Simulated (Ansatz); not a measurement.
# Band gap of LaBiS2O (P4/nmm) from density functionals to GW, part 2 of 2

Aim: the gap of LaBiS2O (P4/nmm) at several levels of theory on one structure, with the time that each takes.

Ansatz 0.2.0; density functionals, hybrids and G0W0, plane waves, PAW. Known limits of the many-body steps: finite bands, screening cutoff and k mesh; no spin-orbit coupling in G0W0; large ε∞ on the G0W0 mesh.

So far. Step 5 (HSE06 on the 4×4×2 mesh): Over mesh and listed points the gap is 1.351 eV, direct, at k = (0.000, 0.500, 0.000). HSE06 against LDA: 1.351 − 0.827 = +0.524 eV. The runs also differ in mesh (6×6×2 and 4×4×2), and the valence top lies at another k point, so how much of this comes from the functional alone is not known. Step 6 (PBE0 on the 4×4×2 mesh): Over mesh and listed points the gap is 1.973 eV, direct, at k = (0.000, 0.500, 0.000).

In doubt: masses and optical values from hybrid runs of this build are listed as unsure (steps 8, 9), which bears on the screening that GW takes from such a start.

### 7. G0W0@LDA, 4×4×2 mesh, 1071 empty bands, screening to 160 eV

G0W0 replaces the xc potential by a self-energy built once from the orbitals of the start. Levels are corrected in the window of bands that the input names, at points of the mesh.

This step: G0W0 on LDA, plane waves, PAW.

The input, input.yaml:

```yaml
crystal:
  lattice:
    - [4.055497, 0.0, 0.0]
    - [0.0, 4.055497, 0.0]
    - [0.0, 0.0, 14.173265]
  atoms:
    - { symbol: La, position: [0.5, 0.0, 0.587742] }
    - { symbol: La, position: [0.0, 0.5, 0.412258] }
    - { symbol: Bi, position: [0.0, 0.5, 0.867775] }
    - { symbol: Bi, position: [0.5, 0.0, 0.132225] }
    - { symbol: S, position: [0.5, 0.0, 0.89002] }
    - { symbol: S, position: [0.0, 0.5, 0.10998] }
    - { symbol: S, position: [0.0, 0.5, 0.690201] }
    - { symbol: S, position: [0.5, 0.0, 0.309799] }
    - { symbol: O, position: [0.0, 0.0, 0.5] }
    - { symbol: O, position: [0.5, 0.5, 0.5] }
kpoints:
  mp_grid: { grid: [4, 4, 2] }
hamiltonian:
  xc: lda
scf:
  occupations: { method: fixed }
gw:
  n_empty_bands: 1071
  ecut_chi: 160.0
  qp_bands: [v3, c3]
  qp_kpoints: band_edges
  screening: { model: contour_deformation }
```

Launch:

```console
$ ansatz run input.yaml --threads 3 --pin off --max-ram 92160MiB --backend cuda --events-out ev --progress --plain --runs-dir out --devices 1 --max-vram 13GiB
```

Numbers of over 12 decimals in the logs are rounded to 6 here.

What it wrote:

```text
GPUs: using 1 of 1 available (devices: 1).
[...]
GPU FFT provider: cuFFT
GPU libraries: cuBLAS 13.8.2, cuFFT 12.4.0, cuSOLVER 12.3.4
Crystal: 10 atoms, lattice volume = 233.108 Å³
Basis set: ecut = 420 eV, 4575 PW (Γ)
Bands: 54, of which v1, the nominal top of the filled ones, is band 44 counted from 1 (43 counted from 0)
Symmetry: 16 space group operations
[...]
k-points: 12 of 32
[...]
1    43      7.3878   -19.9411     2.7476   -16.7945  0.7023     6.9800     6.9888  root
[...]
7    44      6.9763   -18.2655     1.7442   -16.2231  0.7105     6.6736     6.6781  root
     7    45      9.0201   -10.7024    -3.5635   -14.4946  0.7368     9.2510     9.2488  root
     7    46      9.2292   -11.1781    -3.5892   -15.0026  0.7268     9.4682     9.4645  root
     7    47     10.8301   -10.4996    -4.6153   -15.7813  0.7316    11.5322    11.4965  root
[key lines of the parts left out:]
SCF converged after 8 iterations
Free energy (F): -40925.326831 eV
Fermi energy:    7.416934 eV
```

Wall time 1.9 min (1 × NVIDIA H100 80GB HBM3 (shared by 6 runs) with 3 threads of AMD EPYC 7R13 (Zen 3), shared host); peak memory 4.4 GiB.

Numbers from this step:

* bands summed: 1115
* RPA ε∞ on this mesh (eigenvalues): 7.617, 29.94, 29.94
* plane waves in the screening matrix: 1069
* G0W0 gap over the corrected points: 1.228 eV
* k of the valence top: 0, -0.5, 0
* k of the conduction bottom: 0, -0.5, 0
* starting gap on the mesh: 0.8216 eV
* Z at the valence top: 0.7205
* Z at the conduction bottom: 0.7427
* least direct G0W0 gap over the corrected points: 1.228 eV

Over 8 of 12 irreducible mesh points the G0W0 gap is 1.228 eV, direct, at k = (0.000, -0.500, 0.000). The LDA gap of this run on the mesh is 0.822 eV. The two states that bound the G0W0 gap lie that far apart at the start, so the correction of the gap is 1.228 − 0.822 = +0.406 eV.

### 8. G0W0@HSE06, 4×4×2 mesh, 1071 empty bands, screening to 160 eV

This step: G0W0 on HSE06, plane waves, PAW.

input.yaml: that of step 7 with these lines changed.

```diff
@@ -19,3 +19,3 @@
 hamiltonian:
-  xc: lda
+  xc: hse06
 scf:
```

What it wrote:

```text
GPUs: using 1 of 1 available (devices: 1).
[...]
GPU FFT provider: cuFFT
GPU libraries: cuBLAS 13.8.2, cuFFT 12.4.0, cuSOLVER 12.3.4
Crystal: 10 atoms, lattice volume = 233.108 Å³
Basis set: ecut = 420 eV, 4575 PW (Γ)
Bands: 54, of which v1, the nominal top of the filled ones, is band 44 counted from 1 (43 counted from 0)
Symmetry: 16 space group operations
[...]
k-points: 12 of 32
[...]
1    42      6.7538   -19.3218     1.9940   -17.2174  0.7482     6.6431     6.6434  root
     1    43      6.9720   -19.9809     2.5729   -17.2974  0.7431     6.8610     6.8613  root
[...]
7    44      6.7456   -17.9993     1.4972   -16.3317  0.7513     6.5745     6.5752  root
     7    45      9.5370   -10.2296    -3.4727   -13.6257  0.7731     9.4607     9.4605  root
     7    46      9.7454   -10.6488    -3.4700   -14.0523  0.7681     9.6791     9.6789  root
     7    47     11.6198    -8.9590    -3.9263   -12.8668  0.7742    11.6013    11.6013  root
[key lines of the parts left out:]
Free energy (F): -42067.341164 eV
Fermi energy:    7.355129 eV
```

It took 4.1 min on 1 × NVIDIA H100 80GB HBM3 (shared by 6 runs) with 3 threads; peak memory 5 GiB; 5.6 min of CPU time.

This step gave:

```yaml
bands_summed: 1115
rpa_eps_infinity_on_this_mesh_eigenvalues: 5.443, 15.77, 15.77
plane_waves_in_the_screening_matrix: 1069
g0w0_gap_over_the_corrected_points: 1.487 eV
k_of_the_valence_top: 0, -0.5, 0
k_of_the_conduction_bottom: 0, -0.5, 0
starting_gap_on_the_mesh: 1.351 eV
z_at_the_valence_top: 0.7582
z_at_the_conduction_bottom: 0.7786
least_direct_g0w0_gap_over_the_corrected_points: 1.487 eV
```

Over 6 of 12 irreducible mesh points the G0W0 gap is 1.487 eV, direct, at k = (0.000, -0.500, 0.000). The HSE06 gap of this run on the mesh is 1.351 eV. The two states that bound the G0W0 gap lie that far apart at the start, so the correction of the gap is 1.487 − 1.351 = +0.136 eV. G0W0@HSE06 against G0W0@LDA with 1115 bands: 1.487 − 1.228 = +0.259 eV, with the same mesh, files and cutoffs, and both edges at the same k points.

### 9. G0W0@PBE0, 4×4×2 mesh, 1071 empty bands, screening to 160 eV

This step: G0W0 on PBE0, plane waves, PAW.

input.yaml: that of step 8 with these lines changed.

```diff
@@ -19,3 +19,3 @@
 hamiltonian:
-  xc: hse06
+  xc: pbe0
 scf:
```

What it wrote:

```text
GPUs: using 1 of 1 available (devices: 1).
[...]
GPU FFT provider: cuFFT
GPU libraries: cuBLAS 13.8.2, cuFFT 12.4.0, cuSOLVER 12.3.4
Crystal: 10 atoms, lattice volume = 233.108 Å³
Basis set: ecut = 420 eV, 4575 PW (Γ)
Bands: 54, of which v1, the nominal top of the filled ones, is band 44 counted from 1 (43 counted from 0)
Symmetry: 16 space group operations
[...]
k-points: 12 of 32
[...]
1    42      6.4011   -19.3322     1.8780   -17.5786  0.7700     6.5252     6.5256  root
     1    43      6.5976   -19.9928     2.4384   -17.6871  0.7654     6.7300     6.7303  root
[...]
7    44      6.4072   -17.9811     1.3798   -16.6574  0.7739     6.4632     6.4633  root
     7    45      9.8481   -10.1786    -3.3958   -13.2780  0.7953     9.5529     9.5517  root
     7    46     10.0578   -10.5937    -3.3906   -13.6982  0.7916     9.7729     9.7717  root
     7    47     11.9698    -8.9122    -3.8139   -12.4711  0.7974    11.7158    11.7148  root
[key lines of the parts left out:]
Free energy (F): -42059.886286 eV
Fermi energy:    7.034355 eV
```

It took 4.4 min on 1 × NVIDIA H100 80GB HBM3 (shared by 6 runs) with 3 threads; peak memory 5 GiB; 5.7 min of CPU time.

Numbers from this step:

```yaml
bands_summed: 1115
rpa_eps_infinity_on_this_mesh_eigenvalues: 4.958, 11.38, 11.38
plane_waves_in_the_screening_matrix: 1069
g0w0_gap_over_the_corrected_points: 1.666 eV
k_of_the_valence_top: 0, -0.5, 0
k_of_the_conduction_bottom: 0, -0.5, 0
starting_gap_on_the_mesh: 1.973 eV
z_at_the_valence_top: 0.7802
z_at_the_conduction_bottom: 0.8000
least_direct_g0w0_gap_over_the_corrected_points: 1.666 eV
```

Over 6 of 12 irreducible mesh points the G0W0 gap is 1.666 eV, direct, at k = (0.000, -0.500, 0.000). The PBE0 gap of this run on the mesh is 1.973 eV. The two states that bound the G0W0 gap lie that far apart at the start, so the correction of the gap is 1.666 − 1.973 = −0.307 eV. G0W0@PBE0 against G0W0@HSE06 with 1115 bands: 1.666 − 1.487 = +0.179 eV, with the same mesh, files and cutoffs, and both edges at the same k points. The program's warnings for this run: coarse exchange mesh.

### 10. Gap and time by level

Each gap is the least one over the points named; times are wall times on shared hosts, not benchmarks. A G0W0 time includes the run's own self-consistent start. Runs with listed points see these and the mesh alone, so an edge that moves elsewhere is missed. Rows marked * are further runs, not shown as steps, whose inputs differ from the G0W0 step on the same start in the columns given; solver thresholds can differ too. Symmetry makes (0.000, 0.500, 0.000) and (0.000, -0.500, 0.000) one point.

| level | mesh | files, cutoff | bands summed, screening | points | gap (eV) | valence top | conduction bottom | least direct gap (eV) | time |
| --- | --- | --- | --- | --- | --- | --- | --- | --- | --- |
| LDA | 6×6×2 | soft_2 PAW, 420 eV | - | mesh and path | 0.827 | Γ | (0.000, 0.500, 0.000) | 0.829 | 6.4 s |
| LDA+SOC | 6×6×2 | soft_2 PAW, 420 eV | - | mesh and listed points | 0.480 | (0.000, 0.500, 0.000) | (0.000, 0.500, 0.000) | 0.480 | 13 s |
| r2SCAN | 6×6×2 | soft_2 PAW, 500 eV | - | mesh and listed points | 1.134 | (0.000, 0.500, 0.000) | (0.000, 0.500, 0.000) | 1.134 | 9 s |
| HSE06 | 4×4×2 | soft_2 PAW, 420 eV | - | mesh and listed points | 1.351 | (0.000, 0.500, 0.000) | (0.000, 0.500, 0.000) | 1.351 | 46 s |
| PBE0 | 4×4×2 | soft_2 PAW, 420 eV | - | mesh and listed points | 1.973 | (0.000, 0.500, 0.000) | (0.000, 0.500, 0.000) | 1.973 | 45 s |
| G0W0@LDA* | 4×4×2 | soft_2 PAW, 420 eV | 220, 48 eV | 8 of 12 irreducible mesh points | 1.031 | (0.000, -0.500, 0.000) | (0.000, -0.500, 0.000) | 1.031 | 19 s |
| G0W0@LDA* | 4×4×2 | soft_2 PAW, 420 eV | 541, 96 eV | 8 of 12 irreducible mesh points | 1.133 | (0.000, -0.500, 0.000) | (0.000, -0.500, 0.000) | 1.133 | 41 s |
| G0W0@LDA | 4×4×2 | soft_2 PAW, 420 eV | 1115, 160 eV | 8 of 12 irreducible mesh points | 1.228 | (0.000, -0.500, 0.000) | (0.000, -0.500, 0.000) | 1.228 | 1.9 min |
| G0W0@HSE06 | 4×4×2 | soft_2 PAW, 420 eV | 1115, 160 eV | 6 of 12 irreducible mesh points | 1.487 | (0.000, -0.500, 0.000) | (0.000, -0.500, 0.000) | 1.487 | 4.1 min |
| G0W0@PBE0 | 4×4×2 | soft_2 PAW, 420 eV | 1115, 160 eV | 6 of 12 irreducible mesh points | 1.666 | (0.000, -0.500, 0.000) | (0.000, -0.500, 0.000) | 1.666 | 4.4 min |

### 11. Results

| Quantity | Value |
| --- | --- |
| LDA, over mesh and path | 0.827 eV |
| LDA+SOC, over mesh and listed points | 0.480 eV |
| r2SCAN, over mesh and listed points | 1.134 eV |
| HSE06, over mesh and listed points | 1.351 eV |
| PBE0, over mesh and listed points | 1.973 eV |
| G0W0@LDA (1115 bands, 4×4×2), over 8 of 12 irreducible mesh points | 1.228 eV |
| G0W0@HSE06, over 6 of 12 irreducible mesh points | 1.487 eV |
| G0W0@PBE0, over 6 of 12 irreducible mesh points | 1.666 eV |
| known limits | finite bands, screening cutoff and k mesh; no spin-orbit coupling in G0W0; large ε∞ on the G0W0 mesh |

In words: The rows run from 0.480 eV (LDA+SOC) to 1.973 eV (PBE0). They differ in mesh, plane-wave cutoff, bands and screening cutoff of G0W0 and the points over which the gap was sought as well as in level, so only pairs that share these are like for like. PBE0 against HSE06: 1.973 − 1.351 = +0.622 eV, with the same mesh, files and cutoff, and both edges at the same k points. G0W0@HSE06 against G0W0@LDA with 1115 bands: 1.487 − 1.228 = +0.259 eV, with the same mesh, files and cutoffs, and both edges at the same k points. G0W0@PBE0 against G0W0@HSE06 with 1115 bands: 1.666 − 1.487 = +0.179 eV, with the same mesh, files and cutoffs, and both edges at the same k points. G0W0@LDA (1115 bands, 4×4×2) moves the gap of its own start on the mesh by 1.228 − 0.822 = +0.406 eV, between the same two levels. Both edges that LDA shows over mesh and path lie at k points where levels were corrected. G0W0 has the valence top at another k point than that. Levels at other points were not corrected, so a lower G0W0 gap elsewhere in the zone is not ruled out. G0W0@HSE06 moves the gap of its own start on the mesh by 1.487 − 1.351 = +0.136 eV, between the same two levels. Both edges that HSE06 shows over mesh and listed points lie at k points where levels were corrected. Levels at other points were not corrected, so a lower G0W0 gap elsewhere in the zone is not ruled out. G0W0@PBE0 moves the gap of its own start on the mesh by 1.666 − 1.973 = −0.307 eV, between the same two levels. Both edges that PBE0 shows over mesh and listed points lie at k points where levels were corrected. Levels at other points were not corrected, so a lower G0W0 gap elsewhere in the zone is not ruled out. What spin-orbit coupling does to the G0W0 levels was not computed, so no sum with the G0W0 gap is formed. For G0W0@LDA: from 220 bands and 48 eV to 1115 bands and 160 eV the gap moves by 1.228 − 1.031 = +0.197 eV (rung by rung 1.031, 1.133, 1.228 eV); bands and screening cutoff rise together, so their parts are not told apart. A line in one over the bands through the two highest rungs gives 1.228 + (1.228 − 1.133) × 541 / (1115 − 541) = 1.318 eV, and through the pair below 1.133 + (1.133 − 1.031) × 220 / (541 − 220) = 1.203 eV. The two differ by 0.115 eV, not under the 0.030 eV asked, so the law does not hold well over these rungs and the limit is not known. The other G0W0 rows are shown at one basis each (1115 bands), so their distance from the limit is not known here. For G0W0@PBE0: the program's warnings for this run: coarse exchange mesh. The G0W0 runs are scalar-relativistic. The cell holds La; where the f levels lie against the gap was not analysed here. The largest eigenvalue of the RPA ε∞ is large: 30 in G0W0@LDA (4×4×2, 1115 bands), 31 in G0W0@LDA (4×4×2, 220 bands) and 30 in G0W0@LDA (4×4×2, 541 bands). A perturbation-theory run of this series on LDA, not shown as a step (6×6×2 (response on 576 points) mesh, soft_2 PAW), gives 7.6 and 17.4 (stated error 0.2), so a mesh with so large a value overstates the long-range screening, which bears on the G0W0 gap by an amount not known here. No pair of G0W0 runs that differ in the mesh alone is shown (4×4×2 is a supercell whose nearest images lie 16 Å apart), so the error from the mesh is not known here. G0W0@LDA runs of this series with other atomic data on the same mesh, not shown as steps, give 1.203 eV (hard PAW, 930 eV, 1639 bands, screening to 208 eV); where bands and cutoffs differ too, the part of the files is not isolated.

[Paths, hosts, dates, memory and timing lines, banners, echoed tables and standing remarks are left out of the program output.]

[Logs are printed without paths, hosts, clocks, repeated set-up lines and the standing remarks that a program may print on its own settings, such as how far it seeks lower states.]

[Runs of the session that timed out or met a known fault of the program may be left out.]

[Cells called generated may have been cut or substituted from an entry of the Crystallography Open Database or the Materials Project.]

[Hosts, paths, dates, database ids (printed as entryN), source tags and the programs' standing remarks are cut or masked in the printed files.]

[Where an RPA ε∞ is given, it is that of the G0W0 mesh and is not shown converged in it. Names of k-points follow the symmetry that the program found, which can be lower than the space group named. Band edges on a path are those of the sampled points; other points can move an edge, and change direct to indirect where valleys lie close.]

[Hybrid gaps are those of their k-mesh and are not shown converged in it.]
